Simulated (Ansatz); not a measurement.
# ZnS (F-43m): the dielectric response against the k mesh, part 2 of 2

Aim: how dense a k mesh do ε∞ and the zone-centre modes of ZnS (F-43m) need?

Ansatz 0.2.0; DFT LDA, scalar-relativistic, plane waves, PAW; PAW set soft_1.

So far. Step 3 (Tight relaxation): The forces vanish by symmetry and the pressure is -0.006 GPa, within the tolerances set. The cell now holds 18.58 Å³/atom. The relaxed cell has a = 5.297 Å (conventional setting).

The database entry behind the starting cell differs from later determinations by our own check (about 0.1 % short), so it need not match the best structure at ambient conditions.

### 4. Response on one mesh, 4×4×4

The force constants come from the linear response of the density to a displacement.

The response is solved on 4×4×4 k points.

input.yaml reads:

```yaml
crystal:
  lattice:
    - [0.0, 2.6483577803, 2.6483577803]
    - [2.6483577803, 0.0, 2.6483577803]
    - [2.6483577803, 2.6483577803, 0.0]
  atoms:
    - { symbol: S, position: [0.0, 0.0, 0.0] }
    - { symbol: Zn, position: [0.75, 0.75, 0.75] }
kpoints:
  mp_grid: { grid: [4, 4, 4] }
hamiltonian:
  xc: lda
  pseudopotentials: { kind: paw, azcp: { folder: soft_1 }, xc_functional: pbe }
scf:
  occupations: { method: fixed }
output:
  eigenvalues: true
phonons:
  method: dfpt
  dielectric: true
  rigid_motions: translations
  field_mesh: kpoints
```

Run with:

```
$ ansatz run input.yaml --threads 4 --pin off --max-ram 10240MiB --backend cpu --events-out ev --progress --plain --runs-dir out
```

Numbers of over 12 decimals in the logs are rounded to 6 here.

The log of the run:

```text
[...]
Crystal: 2 atoms, lattice volume = 37.150 Å³
Basis set: ecut = 420 eV, 725 PW (Γ), exchange–correlation on 54×54×54 points (8 copies of the dense FFT grid, shifted against one another)
Bands: 13, of which v1, the nominal top of the filled ones, is band 9 counted from 1 (8 counted from 0)
Symmetry: 24 space group operations
k-points: 18 of 64 (irreducible under 4 space group operations, time reversal used)
[...]
SCF iter   1: F=—  HF=-4117.496363 eV  |F-HF|=—  |Δ(HF+E_count)|=         —  Δρ=3.88e-2  dr2=3.60e-1  ethr=3.10e-3  ⟨swp⟩=5.2  Hψ=1420  notcnv=0  defer=23
[...]
SCF iter   9: F=-4117.384454 eV  HF=-4117.384454 eV  |F-HF|=3.91e-11  |Δ(HF+E_count)|=  5.35e-10  Δρ=2.64e-7  dr2=1.19e-11  ethr=1.00e-12  ⟨swp⟩=8.0  Hψ=1611  notcnv=0
SCF 1 converged in 9 iterations: F = -4117.384454 eV  dr2 = 1.19e-11
[...]
NSCF: frozen V_eff on 1 k-points
DFPT response loops at Γ: preconditioner auto → none (the input reference at scf.mixing.eps_inf says where Resta's filter doesn't serve); β = 0.50; Broyden in place of MSR1
WARN: field response: the 4×4×4 k-mesh looks too coarse for the field response at k = (0.0000, 0.0000, 0.0000), direct gap 2.104 eV: take ε∞, Z* and everything formed from them as unconverged in the mesh. The response there varies over an interband length of 1.54 Å as this mesh's differences read it, which a coarse mesh reads short; the mesh's real-space period, 15.0 Å, is under 14 times that, 21.6 Å: field_mesh: auto, beside no phonons.dynamical_quadrupoles, solves it inside a basis that this mesh spans and, under method: fd, where it gets none, on a denser mesh; else type a denser kpoints.mp_grid, and compare
SCF converged after 9 iterations
Free energy (F): -4117.384454 eV
[...]
Internal energy: -4117.384454 eV  (E = F + TS)
E sigma→0 (E₀):  -4117.384454 eV
Fermi energy:    6.326727 eV
[...]
--- Band table (eV; the first three rows and the last of 18) ---
  k-point 0: bands = [... 5 lower, 0.1079, 6.3267, 6.3267, 6.3267, 8.4311, 12.4754, 12.4754, 12.4754]
  k-point 1: bands = [... 5 lower, 0.1091, 3.2624, 5.7968, 5.7968, 9.7361, 13.1434, 13.1434, 13.1843]
  k-point 2: bands = [... 5 lower, 0.3281, 0.5282, 5.3547, 5.3547, 9.5077, 13.0238, 13.0238, 15.1383]
  k-point 17: bands = [... 5 lower, 0.5853, 1.3345, 3.2076, 3.3042, 11.8146, 12.4653, 14.0884, 14.2711]
--- Phonons (Γ-DFPT): 2 representative perturbations + reference, on 18 of 64 k-points (Σ response iterations 6) ---
  k mesh reduced under 4 symmetry operations, with k and −k counted as one. Each operation leaves every solved perturbation unchanged. A smaller set is not considered because the run solves the response to a homogeneous field
  ASR residual: 2.105e-4 → 0.000e0 eV/Å²; symmetrization residual: 5.526e-6 eV/Å²
  ASR residual per site (eV/Å²): 1.77e-5 2.10e-4
  Γ frequencies (cm⁻¹): 0.00 0.00 0.00 290.97 290.97 290.97
  ε∞ (high-frequency dielectric tensor):
        5.606953     0.000000     0.000000
       -0.000000     5.606953     0.000000
        0.000000    -0.000000     5.606953
  ε⁰ (static dielectric tensor: ions relaxed, cell fixed):
        8.236175     0.000000     0.000000
       -0.000000     8.236175    -0.000000
        0.000000    -0.000000     8.236175
  ε⁰ − ε∞ (ionic part):
        2.629223     0.000000    -0.000000
        0.000000     2.629223    -0.000000
       -0.000000    -0.000000     2.629223
  softest optical mode at Γ: 290.97 cm⁻¹; the repairs (sum rule, projections) moved no ω² at Γ by more than (1.08 cm⁻¹)²
  Born effective charges Z* (e; rows j = field, columns β = displacement):
    site 0:
        -1.90139   -0.00000    0.00000
         0.00000   -1.90139    0.00000
         0.00000    0.00000   -1.90139
    site 1:
         1.90139    0.00000   -0.00000
        -0.00000    1.90139   -0.00000
        -0.00000   -0.00000    1.90139
  Z* charge neutrality: 1.096e-5 e pre-enforcement
  k-mesh period / interband length: 15.0 Å / 1.54 Å = 9.72 at k = (0.0000, 0.0000, 0.0000), direct gap 2.104 eV — UNDER 14: by this measure the k-mesh is too coarse for the response
  optical modes at Γ without the LO–TO term, one row a degenerate level:
      ω (cm⁻¹)  modes    IR ((D/Å)²/amu)
        290.97      3            11.6320
  optical modes at Γ + LO–TO along q̂ = [1.0000, 0.0000, 0.0000]:
      ω (cm⁻¹)  modes    IR ((D/Å)²/amu)
        290.97      2             7.7546
        352.66      1             3.8773
  optical modes at Γ + LO–TO along q̂ = [0.0000, 1.0000, 0.0000]:
      ω (cm⁻¹)  modes    IR ((D/Å)²/amu)
        290.97      2             7.7546
        352.66      1             3.8773
  optical modes at Γ + LO–TO along q̂ = [0.0000, 0.0000, 1.0000]:
      ω (cm⁻¹)  modes    IR ((D/Å)²/amu)
        290.97      2             7.7546
        352.66      1             3.8773
```

Wall time 1.7 s (4 threads of AMD EPYC 7B13 (Zen 3), shared host); peak memory 0.41 GiB.

Reading the cycles: dr2 is the Hartree energy of the density residual (eV), the measure of convergence; HF is the Harris–Foulkes estimate of the energy, which meets the free energy F at convergence.

A gap read on the k-mesh alone can miss the band edges.

This step gave:

| Item | Value |
| --- | --- |
| gap on the k-mesh | 2.104 eV |
| sum-rule residual before enforcement | 2.10e-4 eV/Å² |
| miss of the charge sum rule | 1.10e-5 e |
| point group | -43m |
| highest optical mode at the zone centre (no LO-TO term) | 291.0 cm⁻¹ |
| lowest optical zone-centre mode | 291.0 cm⁻¹ |
| mean high-frequency dielectric constant | 5.607 |
| largest Born charge (third of the trace) | -1.901 e |
| mean static dielectric constant | 8.236 |
| top of the zone-centre spectrum with the field | 352.7 cm⁻¹ |

The optical mode without the LO-TO term lies at 291.0 cm⁻¹.

### 5. Response on one mesh, 20×20×20

The response is solved on 20×20×20 k points.

Edit input.yaml of step 4 so:

```diff
@@ -9,3 +9,3 @@
 kpoints:
-  mp_grid: { grid: [4, 4, 4] }
+  mp_grid: { grid: [20, 20, 20] }
 hamiltonian:
```

The log of the run:

```text
[...]
Crystal: 2 atoms, lattice volume = 37.150 Å³
Basis set: ecut = 420 eV, 725 PW (Γ), exchange–correlation on 54×54×54 points (8 copies of the dense FFT grid, shifted against one another)
Bands: 13, of which v1, the nominal top of the filled ones, is band 9 counted from 1 (8 counted from 0)
Symmetry: 24 space group operations
k-points: 1166 of 8000 (irreducible under 4 space group operations, time reversal used)
[...]
optical modes at Γ + LO–TO along q̂ = [1.0000, 0.0000, 0.0000]:
      ω (cm⁻¹)  modes    IR ((D/Å)²/amu)
[...]
optical modes at Γ + LO–TO along q̂ = [0.0000, 1.0000, 0.0000]:
      ω (cm⁻¹)  modes    IR ((D/Å)²/amu)
        290.72      2             7.7280
        347.05      1             3.8640
  optical modes at Γ + LO–TO along q̂ = [0.0000, 0.0000, 1.0000]:
      ω (cm⁻¹)  modes    IR ((D/Å)²/amu)
        290.72      2             7.7280
        347.05      1             3.8640
[key lines of the parts left out:]
SCF converged after 9 iterations
Free energy (F): -4117.442662 eV
Fermi energy:    6.298085 eV
```

It took 66 s on 4 threads; peak memory 2.3 GiB.

Numbers from this step:

| Item | Value |
| --- | --- |
| gap on the k-mesh | 2.119 eV |
| sum-rule residual before enforcement | 2.76e-4 eV/Å² |
| miss of the charge sum rule | 1.23e-5 e |
| highest optical mode at the zone centre (no LO-TO term) | 290.7 cm⁻¹ |
| lowest optical zone-centre mode | 290.7 cm⁻¹ |
| mean high-frequency dielectric constant | 6.175 |
| largest Born charge (third of the trace) | -1.898 e |
| mean static dielectric constant | 8.800 |
| top of the zone-centre spectrum with the field | 347.1 cm⁻¹ |

The optical mode without the LO-TO term lies at 290.7 cm⁻¹.

For the mean high-frequency dielectric constant, step 4 gave 5.61; this run, with k-mesh 20×20×20 and k divisions 20, gives 6.17 (+10 %).

### 6. The series together

The members are set side by side, also those not shown above.

One cell throughout; the field response is solved on the k mesh of the run itself. The response against the k mesh:

| k divisions along a1 | ε∞ | ε0 | largest Born charge in size, a third of the trace (e) | top mode with the field, highest of q along x, y and z (cm⁻¹) | mode 4 T2 (cm⁻¹) |
| --- | --- | --- | --- | --- | --- |
| 4 | 5.607 | 8.236 | 1.901 | 352.7 | 291 |
| 6 | 6.002 | 8.627 | 1.898 | 348.6 | 290.7 |
| 8 | 6.12 | 8.745 | 1.898 | 347.5 | 290.7 |
| 10 | 6.157 | 8.781 | 1.898 | 347.2 | 290.7 |
| 12 | 6.168 | 8.793 | 1.898 | 347.1 | 290.7 |
| 14 | 6.173 | 8.797 | 1.898 | 347.1 | 290.7 |
| 16 | 6.174 | 8.799 | 1.898 | 347.1 | 290.7 |
| 20 | 6.175 | 8.8 | 1.898 | 347.1 | 290.7 |

### 7. Results

```json
{
  "members": "8",
  "optical mode (no LO-TO term), 4 k divisions": "291.0 cm⁻¹",
  "optical mode (no LO-TO term), 20 k divisions": "290.7 cm⁻¹"
}
```

What this shows: ε∞ goes from 5.61 at 4 divisions to 6.17 at 20; from 8 divisions on it stays within 1 % of the last value. The highest mode without the field stays within 1 cm⁻¹ of its last value from 4 divisions on. The top mode with the field moves by -5.6 cm⁻¹ over the series. So the field response needs the denser mesh. These are harmonic frequencies at zero temperature: anharmonic shifts, linewidths and thermal expansion are left out. The PAW files were made for PBE; the program adapts parts of them to the functional of the run, but their partial waves stay those of PBE, an approximation that was not tested in this session. Only the zone centre was solved, so an instability at another wavevector cannot show here.

[Logs are printed without paths, hosts, clocks, repeated set-up lines and the standing remarks that a program may print on its own settings, such as how far it seeks lower states.]

[Hosts, paths, dates, database ids (printed as entryN), source tags and the programs' standing remarks are cut or masked in the printed files.]
